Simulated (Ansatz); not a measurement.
# Mg2BeN2: complex band structure, part 2 of 4

Aim: relax a made-up compound, Mg2BeN2, and see how good a tunnel barrier it would be. It is built by putting N for P, Be for Ba in the BaMg2P2 structure of space group P-3m1, with the volume rescaled by atomic radii. The parent structure comes from the Materials Project.

Ansatz 0.2.0; r2SCAN DFT, plane waves, PAW files (the session's first sound run).

So far. Step 2 (Relaxing the new crystal): The largest force component on a free atom ends at 0.0016 eV/Å.

The structure was built from a prototype and need not be the compound's stable phase.

## (3) The bulk crystal and its band edges

The energy window and the wavevectors of the next steps follow from the band edges, so these are searched first, off the mesh as well.

input.yaml reads:

```yaml
crystal:
  lattice:
    - [3.3570534454, 0.0, 0.0]
    - [-1.6785267227, 2.9072935656, 0.0]
    - [0.0, 0.0, 5.0851984458]
  atoms:
    - { symbol: Be, position: [0.0, 0.0, 0.0] }
    - { symbol: Mg, position: [0.6666666667, 0.3333333333, 0.3133598873] }
    - { symbol: Mg, position: [0.3333333333, 0.6666666667, 0.6866401127] }
    - { symbol: "N", position: [0.6666666667, 0.3333333333, 0.7799519831] }
    - { symbol: "N", position: [0.3333333333, 0.6666666667, 0.2200480169] }
kpoints:
  mp_grid: { grid: [8, 8, 4] }
  band_path: { path: [VBM, CBM], npoints: 30 }
scf:
  occupations: { method: fixed }
hamiltonian:
  xc: r2scan
output:
  eigenvalues: true
  write_potential: true
  write_density: true
  volumetric_format: npy
  elf: true
```

The run is started by

```
$ ansatz run input.yaml --threads 2 --pin off --max-ram 4096MiB --backend cpu --events-out ev --progress --plain --runs-dir out
```

Numbers of over 12 decimals in the logs are rounded to 6 here.

The log of the run:

```text
[...]
Crystal: 5 atoms, lattice volume = 49.631 Å³
Basis set: ecut = 500 eV, 1267 PW (Γ), exchange–correlation on 100×100×160 points (64 copies of the dense FFT grid, shifted against one another)
Bands: 21, of which v1, the nominal top of the filled ones, is band 16 counted from 1 (15 counted from 0)
Symmetry: 12 space group operations
[...]
k-points: 35 of 256
[...]
SCF iter   1: F=—  HF=-4717.524724 eV  |F-HF|=—  |Δ(HF+E_count)|=         —  Δρ=9.32e-3  dr2=2.70e-2  dr2_τ=1.76e-1  ethr=1.77e-3  ⟨swp⟩=5.0  Hψ=3122  notcnv=0  defer=101
[...]
SCF iter   7: F=-4717.715752 eV  HF=-4717.715752 eV  |F-HF|=6.68e-9  |Δ(HF+E_count)|=   3.03e-7  Δρ=4.09e-6  dr2=8.84e-9  dr2_τ=1.56e-10  ethr=3.13e-10  ⟨swp⟩=6.1  Hψ=2873  notcnv=0
SCF 1 converged in 7 iterations: F = -4717.715752 eV  dr2 = 8.84e-9
[...]
NSCF: frozen V_eff on 34 k-points
[...]
SCF converged after 7 iterations
Free energy (F): -4717.715752 eV
[...]
Internal energy: -4717.715752 eV  (E = F + TS)
E sigma→0 (E₀):  -4717.715752 eV
Fermi energy:    8.544915 eV
[...]
--- Band table (eV; the first three rows and the last of 35) ---
  k-point 0: bands = [... 12 lower, 6.8700, 7.2012, 7.2012, 8.5449, 10.4473, 12.4509, 15.6612, 15.6612, ... 1 higher]
  k-point 1: bands = [... 12 lower, 6.9170, 7.1611, 7.1611, 7.1618, 11.4782, 12.6157, 15.5610, 15.5610, ... 1 higher]
  k-point 2: bands = [... 12 lower, 6.9956, 6.9956, 7.0894, 7.0894, 11.9897, 13.1064, 15.4708, 15.4708, ... 1 higher]
  k-point 34: bands = [... 12 lower, 4.0751, 4.6547, 7.6624, 7.7152, 13.6387, 14.4548, 15.3283, 15.4501, ... 1 higher]
```

The job ended after 2.3 s (2 threads of AMD EPYC 9R45, shared host; peak memory 0.46 GiB).

Numbers from this step:

| Quantity | Value |
| --- | --- |
| Fermi energy | 8.545 eV |
| gap on the k-mesh | 1.902 eV |
| gap on path | 1.902 eV, by band count; negative where bands overlap |
| direct gap on path | 1.902 eV |
| edge places on path | 0, 0 1/A along the path |

Levels at VBM (eV): -5.62, -1.67, -1.67, -1.34, -1.34, 0.00, 1.90, 3.91, 7.12, 7.12.

Electrostatic potential energy in the ac plane at fractional y = 0.333, with atoms of Mg and N within 0.2 Å of it. With pseudopotentials it is smooth inside the atoms' cores, unlike the true potential.

Ten even steps from '_' (-59 eV) to '@' (11 eV):
```
@@@@@@@@@@@@@@@@@@@@@@@@@@@@@@@@@@
@@@@@@@@@@@@@@@@@@@@@@%%%%@@@@@@@@
@@@@@@@@@@@@@@@@@@%%**++++##%%@@@@
@@@@@@@@@@@@@@@@%%**--..::==##@@@@
@@@@@@@@@@@@@@@@##==..____::++%%@@
@@@@@@@@@@@@@@@@##==______..++%%@@
@@@@@@%%@@@@@@@@%%++::__..--**%%@@
@@@@%%%%%%@@@@@@@@##++--==++%%@@@@
@@@@%%%%%%@@@@@@@@@@%%####%%@@@@@@
@@@@@@@@@@@@@@@@@@@@@@@@@@@@@@@@@@
@@@@@@@@@@@@@@@@@@@@@@@@@@@@@@@@@@
@@@@@@@@@@@@@@@@@@@@@@@@@@@@@@@@@@
@@@@@@@@@@@@@@@@@@@@%%%%%%@@@@@@@@
@@@@@@@@@@@@@@@@%%%%######%%%%@@@@
@@@@@@@@@@@@@@%%%%##++====**##%%@@
@@@@@@@@@@@@@@%%##==..____::++%%%%
@@@@@@@@@@@@@@%%**::________==##%%
@@@@@@@@@@@@@@%%**::________--##%%
@@@@@@@@@@@@@@%%**--________==##%%
@@@@@@@@@@@@@@%%##++--....--**%%@@
@@@@@@@@@@@@@@@@%%##**++++**%%%%@@
@@@@@@@@@@@@@@@@@@%%%%%%%%%%%%@@@@
@@@@@@@@@@@@@@@@@@@@@@@@@@@@@@@@@@
@@@@@@@@@@@@@@@@@@@@@@@@@@@@@@@@@@
@@@@@@@@@@@@@@@@@@@@@@@@@@@@@@@@@@
@@@@@@@@@@@@@@@@@@@@@@@@@@@@@@@@@@
```
Columns run along a (3.4 Å; values clipped at the 3rd and 97th percentile), rows up along c (5.1 Å). Atoms in or near the plane, at fractional coordinates: Mg at (0.67, 0.31), N at (0.67, 0.78).

Valence density in the ac plane at fractional y = 0.333, with atoms of Mg and N within 0.2 Å of it. It is the smooth field of the valence electrons, not physical close to the nuclei.

Values in e/Å³, 21 rows by 14 columns, each cell a mean:
```
 0  0  0  0  0  0  0  0  0  1  1  0  0  0
 0  0  0  0  0  0  0  1  1  1  1  1  1  0
 0  0  0  0  0  0  1  1  2  3  2  2  1  0
 0  0  0  0  0  0  1  2  3  3  3  2  1  1
 0  0  0  0  0  0  1  2  3  3  3  3  1  1
 0  0  0  0  0  0  1  1  2  3  3  2  1  1
 0  0  0  0  0  0  1  1  1  2  2  1  1  0
 0  0  0  0  0  0  0  1  1  1  1  1  0  0
 0  0  0  0  0  0  0  0  0  0  0  0  0  0
 0  0  0  0  0  0  0  0  0  0  0  0  0  0
 0  0  0  0  0  0  0  0  0  0  0  0  0  0
 0  0  0  0  0  0  0  0  1  2  1  1  0  0
 0  0  0  0  0  0  0  1  5 10  8  3  1  0
 0  0  0  0  0  0  0  3 13 24 19  8  1  0
 0  0  0  0  0  0  1  3 13 24 19  7  1  0
 0  0  0  0  0  0  0  1  6 11  9  3  1  0
 0  0  0  0  0  0  0  0  1  2  2  1  0  0
 0  0  0  0  0  0  0  0  0  0  0  0  0  0
 0  0  0  0  0  0  0  0  0  0  0  0  0  0
 0  0  0  0  0  0  0  0  0  0  0  0  0  0
 0  0  0  0  0  0  0  0  0  0  0  0  0  0
```
Columns run along a (3.4 Å), rows up along c (5.1 Å). Atoms in or near the plane, at fractional coordinates: Mg at (0.67, 0.31), N at (0.67, 0.78).

ELF in the ac plane at fractional y = 0.333, with atoms of Mg and N within 0.2 Å of it. It is the smooth field of the valence electrons, not physical close to the nuclei.

Ten even steps from '0' (0.02) to '9' (0.84):
```
22222223567887653
42212346899999876
53212468999999997
64212479998668998
73111479995126999
62001379984015999
51000269996347998
40000158999889997
30000147999999987
20000136899999985
10000125788998764
10000013455555542
11111111110000111
12232210000110000
13444310013443100
25665410145445300
36777520244234410
37787620243224410
58888730144334301
68898751034554201
78999862002331003
68998763000000014
57888752100000013
46777531100000012
23554321112221111
12232211234554321
```
Columns run along a (3.4 Å), rows up along c (5.1 Å). Atoms in or near the plane, at fractional coordinates: Mg at (0.67, 0.31), N at (0.67, 0.78).

The searched edges give 1.90 eV, as on the mesh.

## (4) Decaying states in the gap, plane (001), k-mesh 8×8×6

This step: r2SCAN DFT, plane waves, PAW files; complex bands by layer matching along the plane's normal (Ansatz 0.2.0).

The same crystal is laid in a cell whose first two vectors span the (001) plane (indices of the standard conventional cell, whose axes can be ordered otherwise than in the bulk input). At fixed energy and wavevector in the plane the solver finds all kz, real and complex. A few wavevectors are listed, (0, 0) and (0.5, 0) in units of the plane's reciprocal vectors; the slowest state needn't be among them.

input.yaml reads:

```yaml
crystal:
  lattice:
    - [3.357053445, 0.0, 0.0]
    - [1.678526723, 2.907293566, 0.0]
    - [0.0, 0.0, 5.085198446]
  atoms:
    - { symbol: Be, position: [0.0, 0.0, 0.0] }
    - { symbol: Mg, position: [0.3333333333, 0.3333333333, 0.3133598873] }
    - { symbol: Mg, position: [0.6666666667, 0.6666666667, 0.6866401127] }
    - { symbol: "N", position: [0.3333333333, 0.3333333333, 0.7799519831] }
    - { symbol: "N", position: [0.6666666667, 0.6666666667, 0.2200480169] }
kpoints:
  mp_grid: { grid: [8, 8, 6] }
scf:
  occupations: { method: fixed }
hamiltonian:
  xc: r2scan
output:
  eigenvalues: true
  transmission:
    leads: [[0, 0]]
    kpoints: [[0.0, 0.0], [0.5, 0.0]]
    e_range: [-1.0, 2.9]
    de: 0.07
```

The log of the run:

```text
[...]
Crystal: 5 atoms, lattice volume = 49.631 Å³
Basis set: ecut = 500 eV, 1267 PW (Γ), exchange–correlation on 100×100×160 points (64 copies of the dense FFT grid, shifted against one another)
Bands: 21, of which v1, the nominal top of the filled ones, is band 16 counted from 1 (15 counted from 0)
Symmetry: 12 space group operations
[...]
k-points: 50 of 384
[...]
SCF iter   1: F=—  HF=-4717.525116 eV  |F-HF|=—  |Δ(HF+E_count)|=         —  Δρ=9.32e-3  dr2=2.69e-2  dr2_τ=1.76e-1  ethr=1.77e-3  ⟨swp⟩=5.0  Hψ=4503  notcnv=0  defer=144
[...]
SCF iter   7: F=-4717.716101 eV  HF=-4717.716101 eV  |F-HF|=6.69e-9  |Δ(HF+E_count)|=   2.99e-7  Δρ=4.00e-6  dr2=8.34e-9  dr2_τ=1.62e-10  ethr=3.13e-10  ⟨swp⟩=6.2  Hψ=4182  notcnv=0
SCF 1 converged in 7 iterations: F = -4717.716101 eV  dr2 = 8.34e-9
[...]
transmission: 7 of 14 steps passed
transmission: 14 of 14 steps passed
SCF converged after 7 iterations
Free energy (F): -4717.716101 eV
[...]
Internal energy: -4717.716101 eV  (E = F + TS)
E sigma→0 (E₀):  -4717.716101 eV
Fermi energy:    8.544614 eV
[...]
--- Band table (eV; the first three rows and the last of 50) ---
  k-point 0: bands = [... 12 lower, 6.8698, 7.2010, 7.2010, 8.5446, 10.4472, 12.4509, 15.6611, 15.6611, ... 1 higher]
  k-point 1: bands = [... 12 lower, 6.8916, 7.1827, 7.1827, 7.7893, 11.0586, 12.5137, 15.6096, 15.6096, ... 1 higher]
  k-point 2: bands = [... 12 lower, 6.9480, 6.9480, 7.1332, 7.1332, 11.7860, 12.7950, 15.5147, 15.5147, ... 1 higher]
  k-point 49: bands = [... 12 lower, 4.0749, 4.6546, 7.6621, 7.7150, 13.6386, 14.4547, 15.3281, 15.4499, ... 1 higher]
--- Transmission ---
  basis      : 109 plane waves across, 7 finite elements along
  points     : 2, as listed
  energies   : 56 from -1.000000 to 2.850000 eV about the Fermi level, 0.070000 eV apart; the leads are filled to 0.951268 eV, and channels, transmission and decay are at 0.960000 eV
  crystal 0  : Be1N2Mg2, at the sites [0, 0], period 5.0852 Å: whole cells are its period
    offset         : up to 0.0000 Å between an atom of the period and one for which it stands
    channels       : 0.000000e0 a spin
    conductance    : none, the energies end too early or step too widely for 300 K: set another output.transmission.e_range or a lower de, or, where they end at an eighth of basis.ecutwfc, a higher one
    slowest decay  : 0.1434 /Å at (0.0000, 0.0000)
```

Wall time 2.9 s (2 threads); peak memory 0.51 GiB; 5.7 s of CPU time.

Numbers from this step:

| Quantity | Value |
| --- | --- |
| free energy | -4717.7161 eV |
| gap on the k-mesh | 1.903 eV |
| level to which the leads are filled | 0.9513 eV from the Fermi level |
| decay constant at the filling level, zone centre | 0.1434 Å⁻¹ |
| decay constant at the filling level, slowest listed point | 0.1434 Å⁻¹ |

K parallel (0, 0); values up to 1.5 1/Å, a degenerate pair printed once or twice; energies at which all values exceed this have no row. Table of Im kz of the slowest decaying states by energy, zero at the highest filled level on the SCF mesh:

```tsv
energy (eV)	decay 1 (Å⁻¹)	decay 2 (Å⁻¹)	decay 3 (Å⁻¹)
-1.00	0.929	1.15	-
-0.86	0.968	1.14	-
-0.72	0.996	1.13	-
-0.58	1.02	1.12	-
-0.44	1.03	1.11	-
-0.37	1.04	1.11	-
-0.23	1.05	1.10	-
-0.09	1.06	1.09	-
-0.02	1.06	1.08	-
0.05	0.0450	1.07	1.08
0.19	0.0842	1.07	1.07
0.33	0.107	1.06	1.08
0.47	0.122	1.05	1.08
0.61	0.132	1.04	1.08
0.75	0.139	1.03	1.08
0.89	0.143	1.02	1.08
0.96	0.143	1.01	1.08
1.10	0.142	1.000	1.08
1.24	0.138	0.989	1.08
1.38	0.130	0.977	1.07
1.52	0.118	0.965	1.07
1.66	0.0986	0.952	1.07
1.80	0.0672	0.940	1.06
1.94	0.926	1.06	-
2.08	0.912	1.05	-
2.22	0.897	1.05	-
2.29	0.890	1.04	-
2.43	0.873	1.04	-
2.57	0.856	1.03	-
2.71	0.836	1.02	-
2.85	0.814	1.02	-
```

K parallel (0, 0). The Re kz of states that move upwards, channel 1 by energy, zero at the highest filled level on the SCF mesh:

```tsv
energy (eV)	Re kz of states that move upwards, channel 1 (Å⁻¹)
-1.00	-0.247
-0.79	-0.212
-0.65	-0.187
-0.44	-0.148
-0.30	-0.119
-0.09	-0.0619
-0.02	-0.0284
0.12	-
0.26	-
0.47	-
0.68	-
0.82	-
1.03	-
1.17	-
1.38	-
1.59	-
1.73	-
1.94	0.0428
2.15	0.117
2.29	0.153
2.50	0.203
2.64	0.236
2.85	0.287
```

K parallel (0.5, 0); values up to 1.5 1/Å, a degenerate pair printed once or twice; energies at which all values exceed this have no row. The Im kz of the slowest decaying states by energy, zero at the highest filled level on the SCF mesh:

```tsv
energy (eV)	decay 1 (Å⁻¹)	decay 2 (Å⁻¹)	decay 3 (Å⁻¹)
-1.00	0.196	0.230	1.10
-0.93	0.213	0.271	1.10
-0.79	0.241	0.333	1.08
-0.72	0.253	0.357	1.08
-0.58	0.273	0.398	1.07
-0.51	0.282	0.416	1.06
-0.37	0.297	0.447	1.05
-0.30	0.303	0.460	1.04
-0.16	0.315	0.484	1.03
-0.09	0.320	0.495	1.03
-0.02	0.325	0.505	1.02
0.05	0.329	0.515	1.01
0.12	0.333	0.523	1.01
0.26	0.340	0.539	0.997
0.33	0.343	0.547	0.991
0.47	0.348	0.560	0.979
0.54	0.350	0.566	0.973
0.68	0.353	0.577	0.960
0.75	0.354	0.582	0.954
0.89	0.356	0.591	0.942
0.96	0.356	0.595	0.935
1.10	0.356	0.602	0.922
1.17	0.356	0.605	0.916
1.31	0.355	0.611	0.903
1.38	0.354	0.614	0.896
1.52	0.351	0.619	0.883
1.59	0.349	0.621	0.876
1.73	0.345	0.624	0.862
1.80	0.343	0.626	0.855
1.94	0.337	0.629	0.840
2.01	0.334	0.630	0.833
2.15	0.327	0.631	0.818
2.22	0.323	0.632	0.810
2.36	0.314	0.633	0.795
2.43	0.309	0.633	0.787
2.57	0.298	0.633	0.770
2.64	0.292	0.633	0.762
2.78	0.278	0.632	0.745
2.85	0.271	0.631	0.736
```

At the listed wavevectors the last open channel is at -0.02 eV and the next at +1.94 eV on the grid. At +0.96 eV, the grid energy nearest the filling level (the middle of the gap on the SCF mesh), the slowest state at the listed wavevectors decays with κ = 0.143 Å⁻¹, its amplitude falling by e over 7.0 Å. Through 1 nm of this crystal that state's transmission falls by exp(−2 × 0.143 Å⁻¹ × 10 Å) = 0.057.

## (5) Decay over the two-dimensional zone

The listed points could miss the slowest state, so one energy near mid-gap is solved on a mesh of 14×14.

input.yaml: that of step 4 with these lines changed.

```diff
@@ -19,6 +19,2 @@
   eigenvalues: true
-  transmission:
-    leads: [[0, 0]]
-    kpoints: [[0.0, 0.0], [0.5, 0.0]]
-    e_range: [-1.0, 2.9]
-    de: 0.07
+  transmission: { leads: [[0, 0]], kmesh: [14, 14], e_range: [0.95, 0.96], de: 0.05 }
```

The log of the run:

```text
[...]
Crystal: 5 atoms, lattice volume = 49.631 Å³
Basis set: ecut = 500 eV, 1267 PW (Γ), exchange–correlation on 100×100×160 points (64 copies of the dense FFT grid, shifted against one another)
Bands: 21, of which v1, the nominal top of the filled ones, is band 16 counted from 1 (15 counted from 0)
Symmetry: 12 space group operations
[...]
k-points: 50 of 384
[...]
SCF iter   1: F=—  HF=-4717.525116 eV  |F-HF|=—  |Δ(HF+E_count)|=         —  Δρ=9.32e-3  dr2=2.69e-2  dr2_τ=1.76e-1  ethr=1.77e-3  ⟨swp⟩=5.0  Hψ=4503  notcnv=0  defer=144
[...]
SCF iter   7: F=-4717.716101 eV  HF=-4717.716101 eV  |F-HF|=6.69e-9  |Δ(HF+E_count)|=   2.99e-7  Δρ=4.00e-6  dr2=8.34e-9  dr2_τ=1.62e-10  ethr=3.13e-10  ⟨swp⟩=6.2  Hψ=4182  notcnv=0
SCF 1 converged in 7 iterations: F = -4717.716101 eV  dr2 = 8.34e-9
[...]
transmission: 28 of 168 steps passed
transmission: 56 of 168 steps passed
[...]
transmission: 168 of 168 steps passed
SCF converged after 7 iterations
Free energy (F): -4717.716101 eV
[...]
Internal energy: -4717.716101 eV  (E = F + TS)
E sigma→0 (E₀):  -4717.716101 eV
Fermi energy:    8.544614 eV
[...]
--- Band table (eV; the first three rows and the last of 50) ---
  k-point 0: bands = [... 12 lower, 6.8698, 7.2010, 7.2010, 8.5446, 10.4472, 12.4509, 15.6611, 15.6611, ... 1 higher]
  k-point 1: bands = [... 12 lower, 6.8916, 7.1827, 7.1827, 7.7893, 11.0586, 12.5137, 15.6096, 15.6096, ... 1 higher]
  k-point 2: bands = [... 12 lower, 6.9480, 6.9480, 7.1332, 7.1332, 11.7860, 12.7950, 15.5147, 15.5147, ... 1 higher]
  k-point 49: bands = [... 12 lower, 4.0749, 4.6546, 7.6621, 7.7150, 13.6386, 14.4547, 15.3281, 15.4499, ... 1 higher]
--- Transmission ---
  basis      : 109 plane waves across, 7 finite elements along
  points     : 24, standing for a mesh of 14 x 14
  energies   : 1 from 0.950000 to 0.950000 eV about the Fermi level; the leads are filled to 0.951268 eV, and channels, transmission and decay are at 0.950000 eV
  crystal 0  : Be1N2Mg2, at the sites [0, 0], period 5.0852 Å: whole cells are its period
[...]
channels       : 0.000000e0 a spin
    conductance    : none, crystal 0 has no channel at the energies, or these end too early or step too widely for 300 K: set another output.transmission.e_range or a lower de, or, where they end at an eighth of basis.ecutwfc, a higher one
    slowest decay  : 0.1434 /Å at (0.0000, 0.0000)
```

Run time: 2.7 s. Hardware: 2 threads; peak memory 0.49 GiB.

This step gave:

- least decay constant on the mesh: 0.1434 Å⁻¹

Slowest decay constant (1/Å; 0 where a channel is open) over k1 and k2. At 0.9500 eV from the Fermi level.

Values, 14 rows by 14 columns:
```
0.347 0.374 0.373 0.382 0.373 0.374 0.347 0.329 0.337 0.368 0.404 0.368 0.337 0.329
0.357 0.373 0.380 0.380 0.373 0.357 0.337 0.332 0.358 0.405 0.405 0.358 0.332 0.337
0.377 0.382 0.380 0.382 0.377 0.368 0.358 0.366 0.404 0.464 0.404 0.366 0.358 0.368
0.377 0.373 0.373 0.377 0.404 0.405 0.404 0.378 0.348 0.348 0.378 0.404 0.405 0.404
0.357 0.374 0.357 0.368 0.405 0.464 0.348 0.256 0.233 0.256 0.348 0.464 0.405 0.368
0.347 0.347 0.337 0.358 0.404 0.348 0.233 0.177 0.177 0.233 0.348 0.404 0.358 0.337
0.356 0.329 0.332 0.366 0.378 0.256 0.177 0.143 0.177 0.256 0.378 0.366 0.332 0.329
0.347 0.337 0.358 0.404 0.348 0.233 0.177 0.177 0.233 0.348 0.404 0.358 0.337 0.347
0.357 0.368 0.405 0.464 0.348 0.256 0.233 0.256 0.348 0.464 0.405 0.368 0.357 0.374
0.377 0.404 0.405 0.404 0.378 0.348 0.348 0.378 0.404 0.405 0.404 0.377 0.373 0.373
0.377 0.368 0.358 0.366 0.404 0.464 0.404 0.366 0.358 0.368 0.377 0.382 0.380 0.382
0.357 0.337 0.332 0.358 0.405 0.405 0.358 0.332 0.337 0.357 0.373 0.380 0.380 0.373
0.347 0.329 0.337 0.368 0.404 0.368 0.337 0.329 0.347 0.374 0.373 0.382 0.373 0.374
0.356 0.347 0.357 0.377 0.377 0.357 0.347 0.356 0.347 0.357 0.377 0.377 0.357 0.347
```
Columns: k1 (b1) from -0.5 to 0.429; rows upwards: k2 (b2) from -0.5 to 0.429.

The least value on the mesh is 0.143 Å⁻¹ at +0.95 eV. At that energy the listed points give about 0.143 Å⁻¹ by interpolation, so the mesh holds no clearly slower state.

(Continued in part 3 of 4.)

[Logs are printed without paths, hosts, clocks, repeated set-up lines and the standing remarks that a program may print on its own settings, such as how far it seeks lower states.]

[Hosts, paths, dates, database ids (printed as entryN), source tags and the programs' standing remarks are cut or masked in the printed files.]
